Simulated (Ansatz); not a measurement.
# BaZrSeO2: complex band structure, part 2 of 2

Wanted: the relaxed cell of BaZrSeO2, its band edges and its decay constants. It is built by putting Se for part of the O in the BaZrO3 structure of space group Pm-3m, with the volume rescaled by atomic radii. The parent structure comes from the Materials Project.

Ansatz 0.2.0; LDA DFT, plane waves, PAW files (the session's first sound run).

So far, gap on the k-mesh (eV): step 3 (the bulk crystal and its band edges, LDA) 1.55; step 4 (complex bands, plane (001), k-mesh 6×6×4, LDA) 1.55; step 5 (PBE) 1.68.

The structure was built from a prototype and need not be the compound's stable phase.

## Step 6: Complex bands at another level

This step: PBE DFT, plane waves, PAW files; complex bands by layer matching along the plane's normal (Ansatz 0.2.0).

The complex bands at that level, over its own gap, at (0, 0) and (-0.5, -0.5).

input.yaml

```yaml
crystal:
  lattice:
    - [4.232033973, 0.0, 0.0]
    - [0.0, 4.232033973, 0.0]
    - [0.0, 0.0, 5.23872047]
  atoms:
    - { symbol: Ba, position: [0.0, 0.0, 0.0] }
    - { symbol: Zr, position: [0.5, 0.5, 0.5] }
    - { symbol: O, position: [0.0, 0.5, 0.5] }
    - { symbol: O, position: [0.5, 0.0, 0.5] }
    - { symbol: Se, position: [0.5, 0.5, 0.0] }
kpoints:
  mp_grid: { grid: [6, 6, 4] }
scf:
  occupations: { method: fixed }
hamiltonian:
  xc: pbe
output:
  eigenvalues: true
  transmission:
    leads: [[0, 0]]
    kpoints: [[0.0, 0.0], [-0.5, -0.5]]
    e_range: [-1.0, 2.68]
    de: 0.07
```

Launch:

```console
$ ansatz run input.yaml --threads 2 --pin off --max-ram 4096MiB --backend cpu --events-out ev --progress --plain --runs-dir out
```

It took 20 s on 2 threads of Arm Neoverse V2, shared host; peak memory 0.51 GiB; 29 s of CPU time.

Numbers from this step:

* free energy: -16744.7949 eV
* Fermi energy: 9.703 eV
* gap on the k-mesh: 1.678 eV
* level to which the leads are filled: 0.8388 eV from the Fermi level
* decay constant at the filling level, zone centre: 0.1581 Å⁻¹
* decay constant at the filling level, slowest listed point: 0.1581 Å⁻¹

K parallel (0, 0); values up to 1.5 1/Å, a degenerate pair printed once or twice; energies at which all values exceed this have no row. The Im kz of the slowest decaying states by energy, zero at the highest filled level on the SCF mesh:

| energy (eV) | decay 1 (Å⁻¹) | decay 2 (Å⁻¹) | decay 3 (Å⁻¹) | decay 4 (Å⁻¹) |
| --- | --- | --- | --- | --- |
| -1.00 | 0.316 | 0.497 | 0.539 | 1.09 |
| -0.86 | 0.348 | 0.351 | 0.505 | 1.08 |
| -0.72 | 0.317 | 0.371 | 0.512 | 1.07 |
| -0.58 | 0.387 | 0.450 | 0.518 | 1.06 |
| -0.44 | 0.399 | 0.523 | 0.525 | 1.05 |
| -0.30 | 0.0180 | 0.124 | 0.406 | 0.526 |
| -0.16 | 0.0735 | 0.174 | 0.411 | 0.529 |
| -0.02 | 0.0990 | 0.200 | 0.412 | 0.531 |
| 0.05 | 0.109 | 0.209 | 0.412 | 0.531 |
| 0.19 | 0.124 | 0.221 | 0.411 | 0.532 |
| 0.33 | 0.135 | 0.227 | 0.407 | 0.531 |
| 0.47 | 0.144 | 0.229 | 0.401 | 0.531 |
| 0.61 | 0.151 | 0.226 | 0.393 | 0.529 |
| 0.75 | 0.156 | 0.220 | 0.382 | 0.527 |
| 0.89 | 0.160 | 0.211 | 0.370 | 0.524 |
| 1.03 | 0.162 | 0.198 | 0.355 | 0.520 |
| 1.17 | 0.164 | 0.180 | 0.337 | 0.516 |
| 1.31 | 0.158 | 0.164 | 0.316 | 0.512 |
| 1.45 | 0.127 | 0.163 | 0.290 | 0.506 |
| 1.59 | 0.0809 | 0.161 | 0.258 | 0.500 |
| 1.80 | 0.156 | 0.193 | 0.490 | 0.724 |
| 1.94 | 0.120 | 0.151 | 0.483 | 0.681 |
| 2.08 | 0.145 | 0.474 | 0.635 | 0.750 |
| 2.22 | 0.138 | 0.466 | 0.582 | 0.750 |
| 2.36 | 0.129 | 0.456 | 0.521 | 0.749 |
| 2.50 | 0.117 | 0.446 | 0.447 | 0.748 |
| 2.64 | 0.103 | 0.347 | 0.435 | 0.747 |

K parallel (0, 0). Re kz of states that move upwards against energy, zero at the highest filled level on the SCF mesh:

```csv
energy (eV),channel 1 (Å⁻¹),channel 2 (Å⁻¹),channel 3 (Å⁻¹)
-1.00,-0.284,-0.284,-0.198
-0.86,-0.170,-0.0487,-0.0487
-0.72,-0.406,-0.406,-0.141
-0.65,-0.288,-0.288,-0.126
-0.51,-0.152,-0.152,-0.0935
-0.37,-0.0500,-,-
-0.23,-,-,-
-0.09,-,-,-
-0.02,-,-,-
0.12,-,-,-
0.26,-,-,-
0.40,-,-,-
0.54,-,-,-
0.61,-,-,-
0.75,-,-,-
0.89,-,-,-
1.03,-,-,-
1.10,-,-,-
1.24,-,-,-
1.38,-,-,-
1.52,-,-,-
1.66,-,-,-
1.73,0.0642,0.0642,-
1.87,0.125,0.125,-
2.01,0.168,0.168,-
2.15,0.158,0.205,0.205
2.29,0.237,0.238,0.238
2.36,0.253,0.253,0.272
2.50,0.284,0.284,0.340
2.64,0.313,0.313,0.412
```

K parallel (-0.5, -0.5); values up to 1.5 1/Å, a degenerate pair printed once or twice; energies at which all values exceed this have no row. The Im kz of the slowest decaying states by energy, zero at the highest filled level on the SCF mesh:

```
energy (eV)  decay 1 (Å⁻¹)  decay 2 (Å⁻¹)  decay 3 (Å⁻¹)  decay 4 (Å⁻¹)
      -1.00          0.162          0.279          0.569          0.889
      -0.79          0.160          0.180          0.577          0.900
      -0.65          0.189          0.582          0.906           1.15
      -0.44          0.201          0.588          0.911           1.05
      -0.30          0.207          0.591          0.914          0.945
      -0.09          0.101          0.215          0.595          0.915
      -0.02          0.217          0.596          0.701          0.915
       0.12          0.133          0.220          0.598          0.908
       0.26          0.186          0.223          0.600          0.913
       0.47          0.226          0.233          0.601          0.909
       0.61          0.227          0.254          0.602          0.905
       0.82          0.227          0.277          0.602          0.898
       1.03          0.226          0.292          0.602          0.889
       1.17          0.225          0.298          0.601          0.883
       1.38          0.222          0.304          0.599          0.871
       1.52          0.219          0.306          0.597          0.862
       1.73          0.214          0.305          0.594          0.847
       1.94          0.208          0.301          0.590          0.830
       2.08          0.203          0.297          0.587          0.818
       2.29          0.194          0.286          0.582          0.797
       2.43          0.187          0.277          0.579          0.782
       2.64          0.175          0.259          0.572          0.756
```

At the listed wavevectors the last open channel is at -0.02 eV and the next at +1.73 eV on the grid. At +0.82 eV, the grid energy nearest the filling level (the middle of the gap on the SCF mesh), the slowest state at the listed wavevectors decays with κ = 0.158 Å⁻¹, its amplitude falling by e over 6.3 Å; the first such run, plane (001), gave 0.154 Å⁻¹ over as many of its listed wavevectors.

## Step 7: Outcome

| Quantity | Value |
| --- | --- |
| band gap | 1.55 eV |
| least decay constant at mid-gap, normal to (001) | 0.154 Å⁻¹ |
| least decay constant, PBE | 0.158 Å⁻¹ |

In words: With LDA, the slowest decay at the wavevectors tried is κ = 0.154 Å⁻¹, normal to (001). Through such a film the transmission near mid-gap falls as exp(−2κd), a factor of ten every 7.5 Å. A free electron under a barrier of half the gap would need a mass of 0.12 mₑ to decay at this rate. With PBE the gap goes from 1.55 to 1.68 eV and the decay constant, over the first 2 listed wavevectors, from 0.154 to 0.158 Å⁻¹. The compound is made up by substitution; its stability against other phases and against distortions of the cell's symmetry was not tested. A semilocal functional narrows gaps, so real decay constants are likely larger.

[Logs are printed without paths, hosts, clocks, repeated set-up lines and the standing remarks that a program may print on its own settings, such as how far it seeks lower states.]

[Hosts, paths, dates, database ids (printed as entryN), source tags and the programs' standing remarks are cut or masked in the printed files.]
